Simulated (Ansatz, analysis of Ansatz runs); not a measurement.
**Can an added hole hop between Cl atoms in Li2ZnCl4 (Fd-3m)?**

Question: does an added hole stay on the Cl atom where it is started in Li2ZnCl4 (Fd-3m), and if so, how high is the barrier for a hop to another Cl site nearby? Model: a cell of 56 host atoms.

Program: Ansatz 0.2.0. Level of theory: plane-wave PAW DFT, PBEsol+U; relaxation of all atoms of a supercell at fixed charge in a uniform background; PAW set soft_1. Results are calculated unless marked as measured.

## Step 1: The structure

The cell holds 56 atoms: 16 Li, 8 Zn and 32 Cl. Cell: a = 10.232 Å, b = 10.232 Å, c = 10.232 Å, α = 90.0°, β = 90.0°, γ = 90.0°. It derives from Li2ZnCl4 (space group Fd-3m). Nearest the centre at fractional (0.500, 0.622, 0.500): Cl26 at 1.76 Å, Cl56 at 1.76 Å, Li6 at 1.81 Å, Li12 at 1.81 Å, Cl51 at 3.05 Å, Cl33 at 3.05 Å, Li1 at 3.10 Å, Li15 at 3.10 Å.

Hubbard terms: Cl p 6.0 eV. They were chosen, not fitted, to curb self-interaction in the shells named, the trial site's among them. The two sites are Cl26 and Cl56. The cell's shortest repeat is 10.2 Å.

## Step 2: The cell without the carrier

The neutral cell is relaxed first, from small random displacements, so that bond lengths and moments with the carrier can be set beside those of a relaxed cell without it.

The input, neutral.relax/input.yaml:

```yaml
crystal:
  lattice:
    - [10.23227833, 0.0, 0.0]
    - [0.0, 10.23227833, 0.0]
    - [0.0, 0.0, 10.23227833]
  atoms:
    - { symbol: Li, position: [0.375, 0.375, 0.625] }
    - { symbol: Li, position: [0.375, 0.875, 0.125] }
    - { symbol: Li, position: [0.875, 0.375, 0.125] }
    - { symbol: Li, position: [0.875, 0.875, 0.625] }
    - { symbol: Li, position: [0.375, 0.125, 0.875] }
    - { symbol: Li, position: [0.375, 0.625, 0.375] }
    - { symbol: Li, position: [0.875, 0.125, 0.375] }
    - { symbol: Li, position: [0.875, 0.625, 0.875] }
    - { symbol: Li, position: [0.125, 0.125, 0.625] }
    - { symbol: Li, position: [0.125, 0.625, 0.125] }
    - { symbol: Li, position: [0.625, 0.125, 0.125] }
    - { symbol: Li, position: [0.625, 0.625, 0.625] }
    - { symbol: Li, position: [0.125, 0.375, 0.875] }
    - { symbol: Li, position: [0.125, 0.875, 0.375] }
    - { symbol: Li, position: [0.625, 0.375, 0.375] }
    - { symbol: Li, position: [0.625, 0.875, 0.875] }
    - { symbol: Zn, position: [0.0, 0.0, 0.0] }
    - { symbol: Zn, position: [0.0, 0.5, 0.5] }
    - { symbol: Zn, position: [0.5, 0.0, 0.5] }
    - { symbol: Zn, position: [0.5, 0.5, 0.0] }
    - { symbol: Zn, position: [0.25, 0.25, 0.25] }
    - { symbol: Zn, position: [0.25, 0.75, 0.75] }
    - { symbol: Zn, position: [0.75, 0.25, 0.75] }
    - { symbol: Zn, position: [0.75, 0.75, 0.25] }
    - { symbol: Cl, position: [0.378372, 0.121628, 0.121628] }
    - { symbol: Cl, position: [0.378372, 0.621628, 0.621628] }
    - { symbol: Cl, position: [0.878372, 0.121628, 0.621628] }
    - { symbol: Cl, position: [0.878372, 0.621628, 0.121628] }
    - { symbol: Cl, position: [0.371628, 0.371628, 0.871628] }
    - { symbol: Cl, position: [0.371628, 0.871628, 0.371628] }
    - { symbol: Cl, position: [0.871628, 0.371628, 0.371628] }
    - { symbol: Cl, position: [0.871628, 0.871628, 0.871628] }
    - { symbol: Cl, position: [0.378372, 0.378372, 0.378372] }
    - { symbol: Cl, position: [0.378372, 0.878372, 0.878372] }
    - { symbol: Cl, position: [0.878372, 0.378372, 0.878372] }
    - { symbol: Cl, position: [0.878372, 0.878372, 0.378372] }
    - { symbol: Cl, position: [0.371628, 0.128372, 0.628372] }
    - { symbol: Cl, position: [0.371628, 0.628372, 0.128372] }
    - { symbol: Cl, position: [0.871628, 0.128372, 0.128372] }
    - { symbol: Cl, position: [0.871628, 0.628372, 0.628372] }
    - { symbol: Cl, position: [0.128372, 0.371628, 0.628372] }
    - { symbol: Cl, position: [0.128372, 0.871628, 0.128372] }
    - { symbol: Cl, position: [0.628372, 0.371628, 0.128372] }
    - { symbol: Cl, position: [0.628372, 0.871628, 0.628372] }
    - { symbol: Cl, position: [0.128372, 0.128372, 0.871628] }
    - { symbol: Cl, position: [0.128372, 0.628372, 0.371628] }
    - { symbol: Cl, position: [0.628372, 0.128372, 0.371628] }
    - { symbol: Cl, position: [0.628372, 0.628372, 0.871628] }
    - { symbol: Cl, position: [0.121628, 0.378372, 0.121628] }
    - { symbol: Cl, position: [0.121628, 0.878372, 0.621628] }
    - { symbol: Cl, position: [0.621628, 0.378372, 0.621628] }
    - { symbol: Cl, position: [0.621628, 0.878372, 0.121628] }
    - { symbol: Cl, position: [0.121628, 0.121628, 0.378372] }
    - { symbol: Cl, position: [0.121628, 0.621628, 0.878372] }
    - { symbol: Cl, position: [0.621628, 0.121628, 0.878372] }
    - { symbol: Cl, position: [0.621628, 0.621628, 0.378372] }
basis:
  ecutwfc: 420
  xc_grid: 2
hamiltonian:
  xc: pbesol
  hubbard:
    sites: [{ species: Cl, l: p, u_eff: 6.0 }]
    projectors: ortho-atomic
  pseudopotentials: { kind: paw, azcp: { folder: soft_1 }, xc_functional: pbe }
kpoints:
  mp_grid: { grid: [1, 1, 1] }
scf:
  occupations: { method: fermi_dirac, width: 0.01 }
  max_iter: 120
  lower_state_search: "off"
output:
  forces: true
relax:
  f_tol: 0.02
  max_steps: 70
  random_displacement: { amplitude: 0.04, seed: 9852 }
checkpoint:
  write: "../neutral.relax.run"
  compress: false
  write_wavefunctions: true
  write_every: 100000
```

Launch:

```console
> ansatz run input.yaml --threads 4 --pin off --max-ram 9420MiB --backend cpu --events-out ev --progress --plain --runs-dir out
```

Numbers of over 12 decimals in the logs are rounded to 6 here.

The program printed:

```text
[... repeated set-up lines and file paths are left out, and long positions are rounded to six places ...]
Engine: ansatz 0.2.0, aarch64-unknown-linux-gnu
Pseudopotentials: kind: paw
Pseudopotential: Li, paw, valence charge 3, recommended cutoff 420 eV (normal), soft_1/Li.paw.azcp
Pseudopotential: Zn, paw, valence charge 12, recommended cutoff 420 eV (normal), soft_1/Zn.paw.azcp
Pseudopotential: Cl, paw, valence charge 7, recommended cutoff 420 eV (normal), soft_1/Cl.paw.azcp
Functional definition: PBEsol
  exchange = pbesol_x
  correlation = pbesol_c
Crystal: 56 atoms, lattice volume = 1071.315 Å³
Basis set: ecut = 420 eV, 20863 PW (Γ), exchange–correlation on 144×144×144 points (8 copies of the dense FFT grid, shifted against one another)
Bands: 240, of which v1, the nominal top of the filled ones, is band 184 counted from 1 (183 counted from 0)
Symmetry: 1 space group operations
k-points: 1
Non-local potential: Li, projectors of the file, l = 0: 3, l = 1: 2, l = 2: 1
Non-local potential: Zn, projectors of the file, l = 0: 2, l = 1: 2, l = 2: 3, l = 3: 1
Non-local potential: Cl, projectors of the file, l = 0: 2, l = 1: 2, l = 2: 1
PAW form: soft (Blöchl's): semilocal exchange-correlation on the pseudo side does not see the compensation charge
PAW frozen core: Zn, regenerated for the run's functional, and the local potential with it (the file was generated under x = pbe(κ = 0.804, μ = 0.219515), c = pbe(β = 0.066725))
PAW frozen core: Cl, regenerated for the run's functional, and the local potential with it (the file was generated under x = pbe(κ = 0.804, μ = 0.219515), c = pbe(β = 0.066725))
[...]
atom  12  Li     0.00003785    -0.00133413    -0.00312386
  [... 2 atoms left out ...]
  atom  15  Li    -0.00345588    -0.00313021     0.00332835
  [... 10 atoms left out ...]
  atom  26  Cl    -0.00688205     0.00303809     0.00461070
  [... 3 atoms left out ...]
  atom  30  Cl     0.00575261     0.00352157     0.00160928
  [... 2 atoms left out ...]
  atom  33  Cl    -0.00405839    -0.00210442    -0.00188865
  [... 10 atoms left out ...]
  atom  44  Cl    -0.00234015     0.00387604    -0.00167512
  [... 6 atoms left out ...]
  atom  51  Cl     0.00347573     0.00009854     0.00141640
[...]
atom  56  Cl     0.00454503     0.00534621    -0.00361455
  max |Σ_I F_I| component: 5.51e-5 eV/Å
--- Band table (eV) ---
  k-point 0: bands = ["-40.9831", "-40.9818", "-40.9810", "-40.9802", [... 232 left out ...] "12.0521", "12.0532", "12.0539", "12.0542"]
Occupation matrices written to <dir>
--- Relaxed structure (4 steps of the walk, 4 accepted, 0 SCFs on fresh bases) ---
  F+E_penalty+E_count = -63503.24409537 eV   max|allowed force component| = 8.504e-3 eV/Å
  atoms:
    - { symbol: Li, position: [0.375155, 0.374810, 0.625653] }
    - { symbol: Li, position: [0.375106, 0.874450, 0.125040] }
[...]
- { symbol: Li, position: [0.374464, 0.624629, 0.375381] }
[...]
- { symbol: Li, position: [0.624789, 0.625024, 0.625789] }
[...]
- { symbol: Li, position: [0.625335, 0.375496, 0.375123] }
[...]
- { symbol: Cl, position: [0.377340, 0.622773, 0.623297] }
[...]
- { symbol: Cl, position: [0.372714, 0.872701, 0.373232] }
    [... 2 atoms left out ...]
    - { symbol: Cl, position: [0.377373, 0.377126, 0.377605] }
    [... 10 atoms left out ...]
    - { symbol: Cl, position: [0.627322, 0.872593, 0.627552] }
    [... 6 atoms left out ...]
    - { symbol: Cl, position: [0.622759, 0.377100, 0.623217] }
    [... 4 atoms left out ...]
    - { symbol: Cl, position: [0.622719, 0.622639, 0.377709] }
[key lines of the parts left out:]
SCF converged after 2 iterations
Free energy (F): -63503.244095 eV
Fermi energy:    3.053701 eV
```

Wall time 21 s (4 threads of Arm Neoverse V2, shared host); peak memory 1.1 GiB.

The largest displacement from an ideal site is 0.023 Å.

## Step 3: The hole on the first site

The nearest neighbour or neighbours of the site start displaced and the site's starting moment is changed by the carrier's spin, since a carrier doesn't trap itself in the undistorted lattice.

The input, A.relax/input.yaml:

```yaml
crystal:
  lattice:
    - [10.23227833, 0.0, 0.0]
    - [0.0, 10.23227833, 0.0]
    - [0.0, 0.0, 10.23227833]
  atoms:
    - { symbol: Li, position: [0.374862, 0.350377, 0.625947] }
    - { symbol: Li, position: [0.375106, 0.87445, 0.12504] }
    - { symbol: Li, position: [0.874955, 0.374765, 0.124937] }
    - { symbol: Li, position: [0.875156, 0.874374, 0.624874] }
    - { symbol: Li, position: [0.375831, 0.12522, 0.875482] }
    - { symbol: Li, position: [0.374171, 0.624922, 0.350948] }
    - { symbol: Li, position: [0.874872, 0.125214, 0.375808] }
    - { symbol: Li, position: [0.875534, 0.624815, 0.875131] }
    - { symbol: Li, position: [0.125384, 0.124489, 0.62565] }
    - { symbol: Li, position: [0.124538, 0.624884, 0.125282] }
    - { symbol: Li, position: [0.625022, 0.124908, 0.126101] }
    - { symbol: Li, position: [0.649222, 0.625318, 0.626082] }
    - { symbol: Li, position: [0.1248, 0.374505, 0.875342] }
    - { symbol: Li, position: [0.125221, 0.875657, 0.375034] }
    - { symbol: Li, position: [0.625335, 0.375496, 0.375123] }
    - { symbol: Li, position: [0.625567, 0.875008, 0.875618] }
    - { symbol: Zn, position: [0.000134, -8.2e-05, 0.000198] }
    - { symbol: Zn, position: [0.000145, 0.499785, 0.500433] }
    - { symbol: Zn, position: [0.50002, -0.000248, 0.500436] }
    - { symbol: Zn, position: [0.500083, 0.500012, 0.000366] }
    - { symbol: Zn, position: [0.250202, 0.249931, 0.250393] }
    - { symbol: Zn, position: [0.236104, 0.764078, 0.764697] }
    - { symbol: Zn, position: [0.749966, 0.2499, 0.750239] }
    - { symbol: Zn, position: [0.749968, 0.749815, 0.250607] }
    - { symbol: Cl, position: [0.377409, 0.122766, 0.123218] }
    - { symbol: Cl, position: [0.37734, 0.622773, 0.623297], spin: 1.0 }
    - { symbol: Cl, position: [0.877213, 0.122768, 0.623121] }
    - { symbol: Cl, position: [0.877129, 0.622813, 0.123257] }
    - { symbol: Cl, position: [0.37285, 0.372802, 0.873225] }
    - { symbol: Cl, position: [0.372714, 0.872701, 0.373232] }
    - { symbol: Cl, position: [0.872936, 0.372856, 0.37312] }
    - { symbol: Cl, position: [0.872982, 0.872718, 0.872957] }
    - { symbol: Cl, position: [0.377373, 0.377126, 0.377605] }
    - { symbol: Cl, position: [0.377528, 0.877078, 0.877674] }
    - { symbol: Cl, position: [0.877244, 0.377084, 0.877436] }
    - { symbol: Cl, position: [0.877235, 0.87712, 0.377704] }
    - { symbol: Cl, position: [0.373049, 0.12698, 0.627817] }
    - { symbol: Cl, position: [0.372759, 0.627144, 0.127497] }
    - { symbol: Cl, position: [0.873032, 0.126974, 0.127589] }
    - { symbol: Cl, position: [0.872951, 0.627021, 0.62764] }
    - { symbol: Cl, position: [0.127346, 0.372665, 0.627636] }
    - { symbol: Cl, position: [0.127264, 0.872675, 0.127473] }
    - { symbol: Cl, position: [0.627381, 0.372795, 0.127549] }
    - { symbol: Cl, position: [0.627322, 0.872593, 0.627552] }
    - { symbol: Cl, position: [0.12742, 0.127122, 0.873159] }
    - { symbol: Cl, position: [0.127217, 0.627168, 0.373228] }
    - { symbol: Cl, position: [0.627159, 0.127159, 0.373279] }
    - { symbol: Cl, position: [0.627368, 0.627107, 0.873304] }
    - { symbol: Cl, position: [0.122995, 0.37708, 0.123228] }
    - { symbol: Cl, position: [0.123, 0.877171, 0.623294] }
    - { symbol: Cl, position: [0.622759, 0.3771, 0.623217] }
    - { symbol: Cl, position: [0.622863, 0.877161, 0.123471] }
    - { symbol: Cl, position: [0.123045, 0.122834, 0.377681] }
    - { symbol: Cl, position: [0.122944, 0.622567, 0.877539] }
    - { symbol: Cl, position: [0.622979, 0.122708, 0.87767] }
    - { symbol: Cl, position: [0.622719, 0.622639, 0.377709] }
total_charge: 1
basis:
  ecutwfc: 420
  xc_grid: 2
hamiltonian:
  xc: pbesol
  hubbard:
    sites: [{ species: Cl, l: p, u_eff: 6.0 }]
    projectors: ortho-atomic
  pseudopotentials: { kind: paw, azcp: { folder: soft_1 }, xc_functional: pbe }
kpoints:
  mp_grid: { grid: [1, 1, 1] }
magnetization:
  spin_polarized: true
  initial_magnetization: 1
  spin_locking: { lock_magnetization: hard }
scf:
  occupations: { method: fermi_dirac, width: 0.01 }
  max_iter: 120
  lower_state_search: "off"
output:
  forces: true
relax:
  f_tol: 0.015
  max_steps: 70
  escape_saddle: false
checkpoint:
  write: "../A.relax.run"
  compress: false
  write_wavefunctions: true
  write_every: 100000
```

The program printed:

```text
[...]
Crystal: 56 atoms, lattice volume = 1071.315 Å³
Basis set: ecut = 420 eV, 20863 PW (Γ), exchange–correlation on 144×144×144 points (8 copies of the dense FFT grid, shifted against one another)
Bands: 240, of which v1, the nominal top of the filled ones, is band 184 counted from 1 (183 counted from 0)
Symmetry: 1 space group operations
[...]
k-points: 1
[...]
Starting moments: Σ|m| = 1 μB on 1 of 56 sites
[...]
SCF iter   1: F=—  HF=-63511.398579 eV  |F-HF|=—  |Δ(HF+E_count)|=         —  Δρ=4.41e-2 (↑4.40e-2 ↓4.41e-2)  dr2=5.06e1  dr2_m=3.14e-2  M=1.000 μB ∫|m|=1.089 μB  β_m=0.30  ethr=3.10e-3  ⟨swp⟩=7.0  Hψ=2305  notcnv=0  defer=78
[...]
spin=Collinear: Kerker preconditioning applied to the charge; magnetization (m = ρ↑ − ρ↓) channel mixes plain (no charge-response kernel on spin).
SCF iter   2: F=—  HF=-63503.701167 eV  |F-HF|=—  |Δ(HF+E_count)|=    7.70e0  Δρ=2.42e-2 (↑2.33e-2 ↓2.42e-2)  dr2=1.87e1  dr2_m=1.25e-1  M=1.000 μB ∫|m|=1.082 μB  β_m=0.47  ethr=3.10e-3  ⟨swp⟩=3.0  Hψ=856  notcnv=0  defer=96
[...]
SCF iter  10: F=-63503.722888 eV  HF=-63503.722887 eV  |F-HF|=6.40e-7  |Δ(HF+E_count)|=   1.84e-5  Δρ=7.13e-6 (↑5.81e-6 ↓7.13e-6)  dr2=1.31e-6  dr2_m=5.53e-8  M=1.000 μB ∫|m|=1.061 μB  ethr=1.53e-9  ⟨swp⟩=4.0  Hψ=1493  notcnv=0
SCF 1 converged in 10 iterations: F = -63503.722888 eV  dr2 = 1.31e-6
[...]
relax step   1: F+E_penalty+E_count = -63503.72288790 eV  Δ(F+E_penalty+E_count) = +0.000e0 eV  max|allowed force component| = 3.771e-1 eV/Å  Δτ_max = 0.0000 Å  (10 SCF iters, dr2 threshold 5.63e-6 eV, accepted)
[...]
relax step   2: F+E_penalty+E_count = -63504.05873021 eV  Δ(F+E_penalty+E_count) = -3.358e-1 eV  max|allowed force component| = 2.434e-1 eV/Å  Δτ_max = 0.1957 Å  (11 SCF iters, dr2 threshold 8.89e-6 eV, accepted)
relax step   3: F+E_penalty+E_count = -63504.11686060 eV  Δ(F+E_penalty+E_count) = -5.813e-2 eV  max|allowed force component| = 1.412e-1 eV/Å  Δτ_max = 0.1291 Å  (10 SCF iters, dr2 threshold 3.70e-6 eV, accepted)
relax step   4: F+E_penalty+E_count = -63504.13875077 eV  Δ(F+E_penalty+E_count) = -2.189e-2 eV  max|allowed force component| = 7.779e-2 eV/Å  Δτ_max = 0.0831 Å  (10 SCF iters, dr2 threshold 6.72e-6 eV, accepted)
relax step   5: F+E_penalty+E_count = -63504.14629483 eV  Δ(F+E_penalty+E_count) = -7.544e-3 eV  max|allowed force component| = 4.686e-2 eV/Å  Δτ_max = 0.0438 Å  (6 SCF iters, dr2 threshold 1.84e-6 eV, accepted)
relax step   6: F+E_penalty+E_count = -63504.14952537 eV  Δ(F+E_penalty+E_count) = -3.231e-3 eV  max|allowed force component| = 2.788e-2 eV/Å  Δτ_max = 0.0299 Å  (10 SCF iters, dr2 threshold 6.66e-7 eV, accepted)
relax step   7: F+E_penalty+E_count = -63504.15034544 eV  Δ(F+E_penalty+E_count) = -8.201e-4 eV  max|allowed force component| = 2.231e-2 eV/Å  Δτ_max = 0.0147 Å  (10 SCF iters, dr2 threshold 2.75e-7 eV, accepted)
SCF iter   1: F=—  HF=-63504.149634 eV  |F-HF|=—  |Δ(HF+E_count)|=         —  Δρ=2.08e-4 (↑1.29e-4 ↓2.08e-4)  dr2=5.04e-4  dr2_m=6.60e-5  M=1.000 μB ∫|m|=1.058 μB  β_m=0.30  ethr=1.55e-6  ⟨swp⟩=6.0  Hψ=1325  notcnv=0  defer=95
[...]
SCF iter  10: F=-63504.150567 eV  HF=-63504.150567 eV  |F-HF|=4.22e-10  |Δ(HF+E_count)|=   1.00e-7  Δρ=3.11e-7 (↑3.02e-7 ↓3.11e-7)  dr2=2.86e-9  dr2_m=1.05e-10  M=1.000 μB ∫|m|=1.057 μB  ethr=7.88e-12  ⟨swp⟩=2.0  Hψ=1719  notcnv=0
SCF 8 converged in 10 iterations: F = -63504.150567 eV  dr2 = 2.86e-9
relax step   8: F+E_penalty+E_count = -63504.15056684 eV  Δ(F+E_penalty+E_count) = -2.214e-4 eV  max|allowed force component| = 8.613e-3 eV/Å  Δτ_max = 0.0053 Å  (10 SCF iters, accepted)
NSCF: frozen V_eff on 1 k-points
[...]
SCF converged after 10 iterations
Stability checked in part: among states of this total moment the steps that led to this state did not find it unstable. No probe was made; neither looks for a lower state of another moment (fixed_total_moment; see scf.lower_state_search)
Magnetization: 1.0000 μB (184.0000 up, 183.0000 down)
Absolute magnetization: 1.0590 μB (∫|ρ↑−ρ↓|, with the PAW one-centre terms)
[...]
Per-site moments (μB) at R_I (Å): [(4.128860598083701e-5, 0.943729), (9.012353817587672e-5, 1.034019), (6.659411048506364e-7, 1.035166), [... 53 left out ...]
Free energy (F): -63504.150567 eV
[...]
Internal energy: -63504.150567 eV  (E = F + TS)
E sigma→0 (E₀):  -63504.150567 eV
Fermi energy:    1.544271 (↑ 3.048979, ↓ 1.540947) eV
[...]
--- Forces (eV/Å), atoms counted from 1 ---
  atom   1  Li    -0.00151368     0.00247646     0.00105029
  atom   2  Li     0.00158327    -0.00068378    -0.00056884
  [... 3 atoms left out ...]
  atom   6  Li    -0.00219088     0.00094224     0.00475322
  [... 5 atoms left out ...]
  atom  12  Li    -0.00486916     0.00274412     0.00328045
  [... 2 atoms left out ...]
  atom  15  Li    -0.00083045     0.00069246     0.00060990
  [... 10 atoms left out ...]
  atom  26  Cl     0.00017815    -0.00053565     0.00091992
  [... 3 atoms left out ...]
  atom  30  Cl     0.00005091    -0.00001799    -0.00066755
  [... 2 atoms left out ...]
  atom  33  Cl     0.00060668    -0.00102895    -0.00044983
  [... 10 atoms left out ...]
  atom  44  Cl    -0.00003380     0.00047075     0.00031032
  [... 6 atoms left out ...]
  atom  51  Cl     0.00069541    -0.00094544    -0.00075637
  [... 4 atoms left out ...]
  atom  56  Cl     0.00204920    -0.00028538    -0.00259437
  max |Σ_I F_I| component: 6.29e-6 eV/Å
--- Band table (eV) ---
[...]
Occupation matrices written to <dir>
--- Relaxed structure (8 steps of the walk, 8 accepted, 0 SCFs on fresh bases) ---
  F+E_penalty+E_count = -63504.15056684 eV   max|allowed force component| = 8.613e-3 eV/Å
  atoms:
    - { symbol: Li, position: [0.384950, 0.336207, 0.612592] }
    - { symbol: Li, position: [0.377466, 0.879221, 0.131083] }
    [... 3 atoms left out ...]
    - { symbol: Li, position: [0.381538, 0.612357, 0.339780] }
    [... 5 atoms left out ...]
    - { symbol: Li, position: [0.657957, 0.615914, 0.619368] }
    [... 2 atoms left out ...]
    - { symbol: Li, position: [0.629310, 0.372965, 0.372268] }
    [... 10 atoms left out ...]
    - { symbol: Cl, position: [0.364580, 0.641791, 0.638272] }
    [... 3 atoms left out ...]
    - { symbol: Cl, position: [0.373636, 0.861115, 0.378098] }
    [... 2 atoms left out ...]
    - { symbol: Cl, position: [0.378466, 0.377060, 0.377960] }
    [... 10 atoms left out ...]
    - { symbol: Cl, position: [0.626761, 0.864464, 0.627662] }
    [... 6 atoms left out ...]
    - { symbol: Cl, position: [0.621485, 0.377927, 0.621712] }
    [... 4 atoms left out ...]
    - { symbol: Cl, position: [0.620924, 0.620947, 0.379397] }
```

Elapsed: 1.9 min, on 4 threads; peak memory 1.7 GiB; 7.5 min of CPU time.

Relaxation path:

```
step  energy less that of the first step (eV)  largest force component (eV/Å)
   1                                   0.0000                          0.3771
   2                                  -0.3358                          0.2434
   3                                  -0.3940                          0.1412
   4                                  -0.4159                          0.0778
   5                                  -0.4234                          0.0469
   6                                  -0.4266                          0.0279
   7                                  -0.4275                          0.0223
   8                                  -0.4277                          0.0086
```

The atoms that moved most (Å):

```
atom      dx      dy      dz  length
Zn22  -0.261   0.276   0.265   0.463
Cl26  -0.131   0.195   0.153   0.280
 Li1   0.103  -0.145  -0.137   0.224
 Li6   0.075  -0.129  -0.114   0.188
Li12   0.089  -0.096  -0.069   0.148
Cl37  -0.005  -0.138   0.003   0.138
Cl29   0.014   0.050  -0.123   0.134
Cl30   0.009  -0.119   0.050   0.129
```

The moves above count from the input, in which the site's nearest neighbours were already displaced; the distances below compare with the cell without the carrier.

Distances from Cl26 without and with the hole:

```
atom  without (Å)  with (Å)
Zn22         2.26      2.69
Li12         2.53      3.02
 Li6         2.54      3.07
 Li1         2.54      3.14
```

The largest changes of the moments are 0.79 μB on Cl26, 0.01 μB on Cl30 and 0.01 μB on Cl29. The largest part sits on the chosen site.

(Part 1 of 2 ends here.)

[Logs are printed without paths, hosts, clocks, repeated set-up lines and the standing remarks that a program may print on its own settings, such as how far it seeks lower states.]

[Hosts, paths, dates, database ids (printed as entryN), source tags and the programs' standing remarks are cut or masked in the printed files.]
